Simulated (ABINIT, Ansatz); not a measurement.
## Converging GW for Cs2H6Pt (Fm-3m) in ABINIT

Wanted: a converged G0W0 gap of Cs2H6Pt (Fm-3m), or an estimate of the limit.

Calculated with ABINIT 10.8.3; LDA and many-body steps on it, plane waves.

Most raw output is cut from this account.

**1. The starting structure**

Symmetry: Fm-3m, No. 225, cubic system. Conventional cell: a = 8.972 Å, b = 8.972 Å, c = 8.972 Å, α = 90.00°, β = 90.00°, γ = 90.00°. Nearest to Cs lie 12 H at 3.23 Å. Nearest to H lie 1 Pt at 1.64 Å and 4 H at 2.32 Å and 4 Cs at 3.23 Å. Pt has 6 H at 1.64 Å nearest. Farther neighbours are not listed.

The cell and positions are those that the Materials Project relaxed with its own functionals (PBE, PBE+U or r2SCAN), kept fixed. Spin-orbit coupling is left out unless a step names it.

**2. Empty states on the mesh, 2×2×2 mesh, 344 bands**

This step: ABINIT 10.8.3; DFT, LDA, plane waves, norm-conserving pseudopotentials.

The sums over transitions need many empty states on a uniform mesh; this step solves for them.

run.abi

```
acell 3*1.0 Angstrom
rprim 
  0.000000000000 4.486174700000 4.486174700000
  4.486174700000 0.000000000000 4.486174700000
  4.486174700000 4.486174700000 0.000000000000
ntypat 3
znucl 55 1 78
natom 9
typat 1 1 2 2 2 2 2 2 3
xred 
  0.750000000000 0.750000000000 0.750000000000
  0.250000000000 0.250000000000 0.250000000000
  0.816861770000 0.816861770000 0.183138230000
  0.183138230000 0.816861770000 0.183138230000
  0.816861770000 0.183138230000 0.183138230000
  0.183138230000 0.183138230000 0.816861770000
  0.816861770000 0.183138230000 0.816861770000
  0.183138230000 0.816861770000 0.816861770000
  0.000000000000 0.000000000000 0.000000000000
pp_dirpath "pseudos"
pseudos "Cs.upf, H.upf, Pt.upf"
ecut 34
ngkpt 2 2 2
nshiftk 1
shiftk 0 0 0
kptopt 1
chksymbreak 0
iscf -2
irdden 1
istwfk *1
nband 344
nbdbuf 30
tolwfr 1e-09
nstep 60
prtvol 0
indata_prefix "in"
outdata_prefix "out"
tmpdata_prefix "tmp"
```

Launch:

```
$ OMP_NUM_THREADS=1 mpirun -n 4 abinit run.abi > log
```

The job ended after 5.6 min (4 MPI ranks of Arm Neoverse V1, shared host; peak memory 0.58 GiB).

This step gave:

```yaml
gap: 3.620 eV
k_of_the_valence_top: 0.5, 0.5, 0
k_of_the_conduction_bottom: 0.5, 0.5, 0
least_direct_gap: 3.620 eV
k_points_computed: 3
lowest_point_of_the_top_converged_band_above_the_valence_top: 73.8253 eV
```

On this mesh the gap is 3.620 eV.

The density comes from a self-consistent run that is not shown.

**3. Screening, 2×2×2 mesh, 57 bands, screening to 62.6 eV**

The RPA dielectric matrix is built and inverted for each q.

This step: RPA screening on LDA, plane waves, norm-conserving pseudopotentials.

run.abi: that of step 2 with these lines changed.

```diff
@@ -27,10 +27,11 @@
 chksymbreak 0
-iscf -2
-irdden 1
 istwfk *1
-nband 344
-nbdbuf 30
-tolwfr 1e-09
-nstep 60
-prtvol 0
+occopt 1
+irdwfk 1
+optdriver 3
+nband 57
+ecuteps 2.3
+inclvkb 2
+awtr 1
+symchi 1
 indata_prefix "in"
```

It took 13 s on 4 MPI ranks; peak memory 1.6 GiB; 52 s of CPU time.

This step gave:

* ε∞ with local fields, on this mesh, along the program's q direction: 2.754
* the same without local fields: 3.477
* plasma frequency: 17.91 eV
* plane waves in the screening matrix: 181

Local fields lower ε∞ by 21 %. On a Γ-centred mesh this coarse the value itself is usually too large, while a short band sum pulls it down.

**4. 57 bands, 62.6 eV**

The self-energy is evaluated for the states that the input lists, and the levels follow from it, in one-shot runs by the linearised quasiparticle equation.

This step: G0W0 on LDA, plane waves, norm-conserving pseudopotentials.

run.abi: that of step 3 with these lines changed.

```diff
@@ -30,8 +30,17 @@
 irdwfk 1
-optdriver 3
+optdriver 4
 nband 57
+gwcalctyp 0
+ecutsigx 34
+symsigma 1
+nkptgw 2
+kptgw 
+  0.5000000000 0.5000000000 0.0000000000
+  0.0000000000 0.0000000000 0.0000000000
+bdgw 
+  20 23
+  19 24
 ecuteps 2.3
-inclvkb 2
-awtr 1
-symchi 1
+irdscr 1
+ppmodel 1
 indata_prefix "in"
```

Wall time 6.2 s (4 MPI ranks); peak memory 1.1 GiB.

This step gave:

- G0W0 gap on the points computed: 5.621 eV
- starting gap on the mesh: 3.620 eV
- k of the valence top: 0.5, 0.5, 0
- k of the conduction bottom: 0.5, 0.5, 0
- Z at the valence top: 0.823
- Z at the conduction bottom: 0.859
- least direct G0W0 gap on the computed points: 5.621 eV

The gap on the mesh goes from 3.62 eV to 5.62 eV, a correction of +2.00 eV.

**5. Screening, 2×2×2 mesh, 140 bands, screening to 114.3 eV**

This step: RPA screening on LDA, plane waves, norm-conserving pseudopotentials.

run.abi: that of step 4 with these lines changed.

```diff
@@ -30,17 +30,8 @@
 irdwfk 1
-optdriver 4
-nband 57
-gwcalctyp 0
-ecutsigx 34
-symsigma 1
-nkptgw 2
-kptgw 
-  0.5000000000 0.5000000000 0.0000000000
-  0.0000000000 0.0000000000 0.0000000000
-bdgw 
-  20 23
-  19 24
-ecuteps 2.3
-irdscr 1
-ppmodel 1
+optdriver 3
+nband 140
+ecuteps 4.2
+inclvkb 2
+awtr 1
+symchi 1
 indata_prefix "in"
```

It took 42 s on 4 MPI ranks; peak memory 2.2 GiB; 2.8 min of CPU time.

This step gave:

```yaml
eps_infinity_with_local_fields_on_this_mesh_along_the_program_s_q_direction: 2.768
the_same_without_local_fields: 3.587
plasma_frequency: 17.91 eV
plane_waves_in_the_screening_matrix: 531
```

**6. 140 bands, 114.3 eV**

This step: G0W0 on LDA, plane waves, norm-conserving pseudopotentials.

run.abi: that of step 5 with these lines changed.

```diff
@@ -30,8 +30,17 @@
 irdwfk 1
-optdriver 3
+optdriver 4
 nband 140
+gwcalctyp 0
+ecutsigx 34
+symsigma 1
+nkptgw 2
+kptgw 
+  0.5000000000 0.5000000000 0.0000000000
+  0.0000000000 0.0000000000 0.0000000000
+bdgw 
+  20 23
+  19 24
 ecuteps 4.2
-inclvkb 2
-awtr 1
-symchi 1
+irdscr 1
+ppmodel 1
 indata_prefix "in"
```

It took 22 s on 4 MPI ranks; peak memory 1.6 GiB.

Numbers from this step:

| Quantity | Value |
| --- | --- |
| G0W0 gap on the points computed | 5.727 eV |
| starting gap on the mesh | 3.620 eV |
| k of the valence top | 0.5, 0.5, 0 |
| k of the conduction bottom | 0.5, 0.5, 0 |
| Z at the valence top | 0.814 |
| Z at the conduction bottom | 0.855 |
| least direct G0W0 gap on the computed points | 5.727 eV |

Against G0W0 in ABINIT (2×2×2 mesh, 57 bands, screening to 62.6 eV, Godby-Needs plasmon pole), the gap moves by +0.106 eV.

**7. Screening, 2×2×2 mesh, 314 bands, screening to 176.9 eV**

This step: RPA screening on LDA, plane waves, norm-conserving pseudopotentials.

run.abi: that of step 6 with these lines changed.

```diff
@@ -30,17 +30,8 @@
 irdwfk 1
-optdriver 4
-nband 140
-gwcalctyp 0
-ecutsigx 34
-symsigma 1
-nkptgw 2
-kptgw 
-  0.5000000000 0.5000000000 0.0000000000
-  0.0000000000 0.0000000000 0.0000000000
-bdgw 
-  20 23
-  19 24
-ecuteps 4.2
-irdscr 1
-ppmodel 1
+optdriver 3
+nband 314
+ecuteps 6.5
+inclvkb 2
+awtr 1
+symchi 1
 indata_prefix "in"
```

Elapsed: 2.1 min, on 4 MPI ranks; peak memory 3.1 GiB; 8.3 min of CPU time.

Numbers from this step:

- ε∞ with local fields, on this mesh, along the program's q direction: 2.769
- the same without local fields: 3.599
- plasma frequency: 17.91 eV
- plane waves in the screening matrix: 941

**8. 314 bands, 176.9 eV**

This step: G0W0 on LDA, plane waves, norm-conserving pseudopotentials.

run.abi: that of step 7 with these lines changed.

```diff
@@ -30,8 +30,17 @@
 irdwfk 1
-optdriver 3
+optdriver 4
 nband 314
+gwcalctyp 0
+ecutsigx 34
+symsigma 1
+nkptgw 2
+kptgw 
+  0.5000000000 0.5000000000 0.0000000000
+  0.0000000000 0.0000000000 0.0000000000
+bdgw 
+  20 23
+  19 24
 ecuteps 6.5
-inclvkb 2
-awtr 1
-symchi 1
+irdscr 1
+ppmodel 1
 indata_prefix "in"
```

Wall time 2 min (4 MPI ranks); peak memory 2.9 GiB.

Numbers from this step:

| Property | Result |
| --- | --- |
| G0W0 gap on the points computed | 5.842 eV |
| starting gap on the mesh | 3.620 eV |
| k of the valence top | 0.5, 0.5, 0 |
| k of the conduction bottom | 0.5, 0.5, 0 |
| least direct G0W0 gap on the computed points | 5.842 eV |

Against G0W0 in ABINIT (2×2×2 mesh, 140 bands, screening to 114.3 eV, Godby-Needs plasmon pole), the gap moves by +0.115 eV.

**9. Side by side**

Times are wall times on 4 MPI ranks of Arm Neoverse V1, shared host, good to a factor of about two. A run's time includes the screening step that it read.

```
                run   mesh  bands  screening cutoff (eV)  DFT gap (eV)  gap on the mesh (eV)  direct (eV)  ε∞ used   time
  57 bands, 62.6 eV  2×2×2     57                   62.6         3.620                 5.621        5.621     2.75   19 s
140 bands, 114.3 eV  2×2×2    140                  114.3         3.620                 5.727        5.727     2.77   64 s
314 bands, 176.9 eV  2×2×2    314                  176.9         3.620                 5.842        5.842     2.77  4 min
```

**10. Summary of results**

```json
{"57 bands, 62.6 eV": "5.621 eV", "140 bands, 114.3 eV": "5.727 eV", "314 bands, 176.9 eV": "5.842 eV", "known limits": "not at the basis limit; no spin polarisation; d states lean on the start; no spin-orbit coupling; coarse k mesh"}
```

In words: From the first rung to the last the gap moves by +0.22 eV for 13 times the time. The steps are not yet shrinking, so no limit is drawn. In the G0W0 runs levels were corrected at 2 k points alone, so a gap called «on the mesh» is the least over those, and an edge elsewhere would be missed. The 2×2×2 mesh is coarse for this cell, which bears on the long-range parts of exchange and screening. The runs have no spin polarisation. For a closed low-spin shell that is the natural state; where a d or f shell is open it is a constraint, and the gap is then not the crystal's own. With d states at the gap, one-shot GW leans hard on its start. The many-body steps are scalar-relativistic: spin-orbit coupling is not in them.

[Paths, hosts, dates, memory and timing lines, banners, echoed tables and standing remarks are left out of the program output.]

[Logs are printed without paths, hosts, clocks, repeated set-up lines and the standing remarks that a program may print on its own settings, such as how far it seeks lower states.]

[Runs of the session that timed out or met a known fault of the program may be left out.]

[Hosts, paths, dates, database ids (printed as entryN), source tags and the programs' standing remarks are cut or masked in the printed files.]

[G0W0 gaps are taken among the corrected bands and points alone; a level outside them can change the order at an edge.]

[Where Ansatz stands beside ABINIT at settings called matched, ABINIT's density can come from a denser mesh and the files from another edition; pairs whose starting gaps differed by over 0.03 eV were left out, so agreement reads better than it is.]
